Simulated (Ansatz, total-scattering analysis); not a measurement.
**A molecular-dynamics model of Al2O3 and its diffraction**

Aim: the structure of Al2O3 at 2500 K, and the X-ray and neutron patterns it would give.

Method: ab initio molecular dynamics with Ansatz (LDA, plane waves, PAW default files, Langevin thermostat, no spin, fixed volume). Composition: Al 40.0, O 60.0 atom %; 70 atoms. The average runs over 1.74 ps of 70 atoms, so shells between rare elements are rough. Mean temperature 2444 K, largest m.s.d. 2.08 Å², energy drift +14 meV an atom (last third less first, no steady trend), Langevin friction 10 ps⁻¹; the first quarter of the run is discarded. Start: last frame of a classical run of this cell at the same density and temperature. So short a stretch relaxes bonds and nearest shells but still remembers its start.

**What is measured.** O–O distance: 2.82 Å at 2400 K. Earlier experiment on liquid alumina at 2400 K, quoted in Table 2 for comparison (experiment (cited, technique not stated); “Molecular Dynamics Study on Structure, Vibrational Properties, and Transport Coefficients of Liquid Alumina”, 2022, pmc:9736481). Al around O: 2.93 at 2400 K. Earlier experiment on liquid alumina at 2400 K, quoted in Table 3 for comparison (experiment (cited; technique not stated); “Molecular Dynamics Study on Structure, Vibrational Properties, and Transport Coefficients of Liquid Alumina”, 2022, pmc:9736481). Al–O distance: 1.80 Å at 2400 K. Earlier experiment on liquid alumina at 2400 K, quoted in Table 2 for comparison (experiment (cited, technique not stated); “Molecular Dynamics Study on Structure, Vibrational Properties, and Transport Coefficients of Liquid Alumina”, 2022, pmc:9736481). O around Al: 4.40 at 2400 K. Earlier experiment on liquid alumina at 2400 K, quoted in Table 3 for comparison (experiment (cited; technique not stated); “Molecular Dynamics Study on Structure, Vibrational Properties, and Transport Coefficients of Liquid Alumina”, 2022, pmc:9736481). Al–Al distance: 3.15 Å at 2400 K. Earlier experiment on liquid alumina at 2400 K, quoted in Table 2 for comparison (experiment (cited, technique not stated); “Molecular Dynamics Study on Structure, Vibrational Properties, and Transport Coefficients of Liquid Alumina”, 2022, pmc:9736481).

## The run

The step of 1.5 fs has to resolve the fastest vibration, that of the lightest atoms and stiffest bonds. The volume is fixed, since the run is too short for a cell to find its own; the mean pressure then hints how far the functional is from its own density, with errors up to a few GPa from cell size, k-points and loose SCF steps (the program warns of the last). One k-point, Γ, is the usual economy for a cell of this size. Smeared occupations keep the forces smooth should levels come near the Fermi energy. A Langevin thermostat samples the right structure once equilibrated, but its friction lowers diffusion.

input.yaml:

```yaml
crystal:
  lattice:
    - [9.4042, 0.0, 0.0]
    - [0.0, 9.4042, 0.0]
    - [0.0, 0.0, 9.4042]
  atoms:
    - { symbol: Al, position: [0.631, 0.1706, 0.8314] }
    - { symbol: Al, position: [0.384, 0.0933, 0.4124] }
    - { symbol: Al, position: [0.9368, 0.7932, 0.4756] }
    - { symbol: Al, position: [0.6188, 0.7907, 0.8168] }
[... 64 atom lines left out ...]
    - { symbol: O, position: [0.9282, 0.21, 0.5068] }
    - { symbol: O, position: [0.9436, 0.0508, 0.7073] }
kpoints:
  mp_grid: { grid: [1, 1, 1] }
scf:
  occupations: { method: fermi_dirac, width: 0.2154 }
hamiltonian:
  xc: lda
  pseudopotentials: { kind: paw }
output:
  forces: true
  stress: true
md:
  timestep: 1.5
  n_steps: 1644
  ensemble: nvt_langevin
  temperature: 2500.0
  initial_velocities: maxwell_boltzmann
  seed: 7
```

```console
$ ansatz run input.yaml --threads 4 --pin off --max-ram 10240MiB --backend cpu --events-out ev --progress --plain --runs-dir out
```

```text
Warning: md: disabling space-group detection — thermal motion breaks the input geometry's symmetry, so no spatial operation reduces the k-mesh or symmetrises the density; time reversal is kept, so that k and −k are [...]
Warning: output.stress: scf.convergence.dr2_threshold = 7e-8 eV (the default of an md: trajectory) is looser than the 7e-9 eV advised for a printed stress (1e-10 eV for each atom of the cell: 70). What an SCF threshold [...]
Warning: RAYON_NUM_THREADS=4 ignored (pool sized by the plan → 4); use --threads N
band count auto-derived: 249 (N_el = 336.0; filled up to band 168; 238 by the electrons, moments and atoms)
Engine: ansatz 0.2.0, aarch64-unknown-linux-gnu
Pseudopotential: Al, paw, valence charge 3, recommended cutoff 420 eV (normal), Al.paw.azcp
Pseudopotential: O, paw, valence charge 6, recommended cutoff 420 eV (normal), O.paw.azcp
Functional definition: SPW92
Crystal: 70 atoms, lattice volume = 831.698 Å³
Basis set: ecut = 420 eV, 16279 PW (Γ)
Bands: 249, of which v1, the nominal top of the filled ones, is band 168 counted from 1 (167 counted from 0)
k-points: 1
[... other set-up lines, SCF lines and steps between those shown are left out ...]
md step     0: t =     0.00 fs  T =  2464.3 K  F+E_penalty+E_count = -37743.63709118 eV  E_kin = 22.297350 eV  P_inst = -3.7491 GPa  (11 SCF iters)
md step     1: t =     1.50 fs  T =  2377.9 K  F+E_penalty+E_count = -37743.75334280 eV  E_kin = 21.515434 eV  P_inst = -3.7844 GPa  (10 SCF iters)
md step    61: t =    91.50 fs  T =  2832.4 K  F+E_penalty+E_count = -37743.28100716 eV  E_kin = 25.628279 eV  P_inst = -4.1834 GPa  (7 SCF iters)
md step   122: t =   183.00 fs  T =  3006.9 K  F+E_penalty+E_count = -37748.31284805 eV  E_kin = 27.207290 eV  P_inst = -2.1748 GPa  (8 SCF iters)
md step   183: t =   274.50 fs  T =  2437.3 K  F+E_penalty+E_count = -37748.08534411 eV  E_kin = 22.053251 eV  P_inst = -3.3981 GPa  (8 SCF iters)
md step   244: t =   366.00 fs  T =  2181.8 K  F+E_penalty+E_count = -37745.91966574 eV  E_kin = 19.741001 eV  P_inst = -2.5792 GPa  (8 SCF iters)
md step   305: t =   457.50 fs  T =  2341.1 K  F+E_penalty+E_count = -37751.61115754 eV  E_kin = 21.182795 eV  P_inst = -6.6123 GPa  (8 SCF iters)
md step   366: t =   549.00 fs  T =  2230.3 K  F+E_penalty+E_count = -37751.47651103 eV  E_kin = 20.180398 eV  P_inst = -3.3222 GPa  (8 SCF iters)
md step   427: t =   640.50 fs  T =  2697.1 K  F+E_penalty+E_count = -37751.22312296 eV  E_kin = 24.404303 eV  P_inst = -2.3141 GPa  (8 SCF iters)
md step   488: t =   732.00 fs  T =  2317.4 K  F+E_penalty+E_count = -37749.92909454 eV  E_kin = 20.968635 eV  P_inst = -4.7649 GPa  (8 SCF iters)
md step   549: t =   823.50 fs  T =  2422.9 K  F+E_penalty+E_count = -37750.54483590 eV  E_kin = 21.922960 eV  P_inst = 2.1036 GPa  (8 SCF iters)
md step   610: t =   915.00 fs  T =  2684.9 K  F+E_penalty+E_count = -37752.52600904 eV  E_kin = 24.293917 eV  P_inst = -1.2766 GPa  (10 SCF iters)
md step   671: t =  1006.50 fs  T =  2453.1 K  F+E_penalty+E_count = -37752.67885883 eV  E_kin = 22.196162 eV  P_inst = -2.8908 GPa  (8 SCF iters)
md step   732: t =  1098.00 fs  T =  2547.4 K  F+E_penalty+E_count = -37752.82929328 eV  E_kin = 23.049380 eV  P_inst = -2.4695 GPa  (8 SCF iters)
md step   793: t =  1189.50 fs  T =  2556.5 K  F+E_penalty+E_count = -37755.28198313 eV  E_kin = 23.131989 eV  P_inst = -3.2474 GPa  (8 SCF iters)
md step   854: t =  1281.00 fs  T =  2313.8 K  F+E_penalty+E_count = -37756.20860696 eV  E_kin = 20.935878 eV  P_inst = -1.5082 GPa  (8 SCF iters)
md step   915: t =  1372.50 fs  T =  2360.4 K  F+E_penalty+E_count = -37751.69312455 eV  E_kin = 21.357706 eV  P_inst = -4.1788 GPa  (7 SCF iters)
md step   976: t =  1464.00 fs  T =  2766.1 K  F+E_penalty+E_count = -37750.55032621 eV  E_kin = 25.027859 eV  P_inst = -2.1405 GPa  (8 SCF iters)
md step  1037: t =  1555.50 fs  T =  2461.6 K  F+E_penalty+E_count = -37751.41138025 eV  E_kin = 22.273235 eV  P_inst = -5.0883 GPa  (8 SCF iters)
md step  1098: t =  1647.00 fs  T =  2514.7 K  F+E_penalty+E_count = -37748.99175813 eV  E_kin = 22.753226 eV  P_inst = -3.3993 GPa  (8 SCF iters)
md step  1159: t =  1738.50 fs  T =  2595.6 K  F+E_penalty+E_count = -37748.96895868 eV  E_kin = 23.485202 eV  P_inst = -5.3302 GPa  (8 SCF iters)
md step  1220: t =  1830.00 fs  T =  2273.5 K  F+E_penalty+E_count = -37749.49274628 eV  E_kin = 20.570958 eV  P_inst = -2.3127 GPa  (10 SCF iters)
md step  1281: t =  1921.50 fs  T =  2455.4 K  F+E_penalty+E_count = -37751.12797685 eV  E_kin = 22.217250 eV  P_inst = -1.2483 GPa  (8 SCF iters)
md step  1342: t =  2013.00 fs  T =  2467.4 K  F+E_penalty+E_count = -37755.39526982 eV  E_kin = 22.325179 eV  P_inst = -5.5634 GPa  (8 SCF iters)
md step  1403: t =  2104.50 fs  T =  2571.6 K  F+E_penalty+E_count = -37748.71076242 eV  E_kin = 23.268630 eV  P_inst = -3.6539 GPa  (7 SCF iters)
md step  1464: t =  2196.00 fs  T =  2351.0 K  F+E_penalty+E_count = -37747.87089891 eV  E_kin = 21.272250 eV  P_inst = -7.8794 GPa  (8 SCF iters)
md step  1525: t =  2287.50 fs  T =  2664.5 K  F+E_penalty+E_count = -37753.01370261 eV  E_kin = 24.109325 eV  P_inst = -2.5815 GPa  (8 SCF iters)
[... the rest of the log is left out; where it ends short of n_steps, the time limit stopped the run ...]
```

Run time: 110 min on 4 threads of Arm Neoverse V1, on a shared host, peak memory 0.89 GiB.

## Analysis

The totals are in Faber–Ziman form. Below 4 Å⁻¹ the partials are summed on the cell's own reciprocal vectors (from 0.67 Å⁻¹) and folded with a Gaussian of σ = 0.15 Å⁻¹; above it they are transforms of g(r) out to 6.4 Å, tapered over the last 40 %. The fold lowers sharp peaks, and with so few vectors their positions are good to about 0.1 Å⁻¹. X-rays take neutral-atom form factors, neutrons coherent lengths (Al 3.449, O 5.8037 fm). G(r) = 4πrρ₀[g(r) − 1] carries the resolution of a Lorch-windowed transform up to 20 Å⁻¹. The patterns are simulated, not measured. The cell is small: beyond half the box only the part of each shell inside it is counted, and low-Q values rest on few vectors. It is averaged over 129 frames.

```
T (K)   state  density (g/cm³)  first clear X-ray maximum (Å⁻¹)  its height (X-ray)  first clear neutron maximum (Å⁻¹)  its height (neutron)  Al–O (Å)  O around Al  O–O (Å)  O on one former (%)                   held  D over the elements, rough (10⁻⁹ m²/s)
 2500  liquid            2.850                             1.99                0.81                               2.75                  1.15      1.78         4.54     2.76                  0.0  volume, -3.4 GPa mean                                       -
```

X-ray S(Q):

```
Q (Å⁻¹)  2500 K
    0.8    0.12
    1.1    0.19
    1.4    0.40
    1.7    0.65
    2.0    0.81
    2.3    0.73
    2.6    0.75
    2.9    0.77
    3.2    0.75
    3.5    0.87
    3.8    1.04
    4.1    1.30
    4.4    1.44
    4.7    1.34
    5.0    1.10
    5.3    0.87
    5.6    0.77
    5.9    0.79
    6.2    0.86
    6.5    0.92
    6.8    0.97
    7.1    1.03
    7.4    1.10
    7.7    1.13
    8.0    1.11
    8.3    1.06
    8.6    1.00
    8.9    0.96
```

At 2500 K the maxima of S(Q), Q in Å⁻¹ (height), are X-ray: 1.99 (0.81), 4.43 (1.44), 7.74 (1.13); neutron: 2.75 (1.15), 4.59 (1.29), 7.64 (1.13). Its shells:

```csv
pair,first peak (Å),g there,first minimum (Å),g there,neighbours,X-ray weight (f = Z),neutron weight
Al–O,1.78,5.5,2.58,0.26,"4.5 O per Al, 3.0 Al per O",0.50,0.41
O–O,2.76,2.2,3.98,0.64,12.6,0.23,0.51
Al–Al,3.16,2.4,4.04,0.58,9.0,0.27,0.08
```

Bonded neighbours (only these pairs count: cutoffs Al–O 2.58 Å): Al: 3 1.0 %, 4 49 %, 5 44 %, 6 5.7 %; O: 2 12 %, 3 73 %, 4 15 %. For Al–O g doesn't fall to zero at the cutoff, so those shares hang on where it is put. Oxygen by network formers bound (Si, B, P, Ge and Al count): two 12 %, three or more 88 %. O–Al–O peak at 92° and Al–O–Al peak at 112°. These counts come from 15 frames.

**Reading.** The first Al–O shell holds 4.5 O at 1.78 Å. The first O–O shell holds 12.6 O at 2.76 Å, with no empty gap behind it, so neighbours come and go. In Bhatia–Thornton form S_CC/(c₁c₂) peaks at 2.50 Å⁻¹ with 3.02, the mark of chemical order: unlike neighbours are preferred. Unlike atoms are nearest: the pair functions peak at 1.78 Å (Al–O) and 2.76 Å (O–O). The ratio of these peaks, 1.55 (±0.04), compares with 1.73 for a triangle, 1.63 for a tetrahedron and 1.41 for an octahedron, and Al has 4.5 anions. The weights that differ most between the probes (X-ray, neutron): O–O 0.23 and 0.51, Al–Al 0.27 and 0.08 and Al–O 0.50 and 0.41. At 2.75 Å⁻¹ neutrons show a peak (1.15) where X-rays give 0.77: term by term, w(S − 1) with f = Z as a rough X-ray weight: O–O +0.72 against +0.32, Al–Al +0.07 against +0.25 and Al–O -0.65 against -0.80 (neutron against X-ray).

| quantity | measured | this run |
| --- | --- | --- |
| O–O distance (Å) | 2.82 | 2.76 |
| Al around O | 2.9 | 3.0 |
| Al–O distance (Å) | 1.80 | 1.78 |
| O around Al | 4.4 | 4.5 |
| Al–Al distance (Å) | 3.15 | 3.16 |

O–O distance: the run is off by -0.06. Al around O: the run agrees with the measurement (largest miss 0.10, allowed 0.4). Al–O distance: the run agrees with the measurement (largest miss 0.02, allowed 0.04). O around Al: the run agrees with the measurement (largest miss 0.14, allowed 0.4). Al–Al distance: the run agrees with the measurement (largest miss 0.01, allowed 0.04). Measured coordination numbers hang on where the integral is cut, by half a neighbour or more in dense liquids.

[Logs are printed without paths, hosts, clocks, repeated set-up lines and the standing remarks that a program may print on its own settings, such as how far it seeks lower states.]
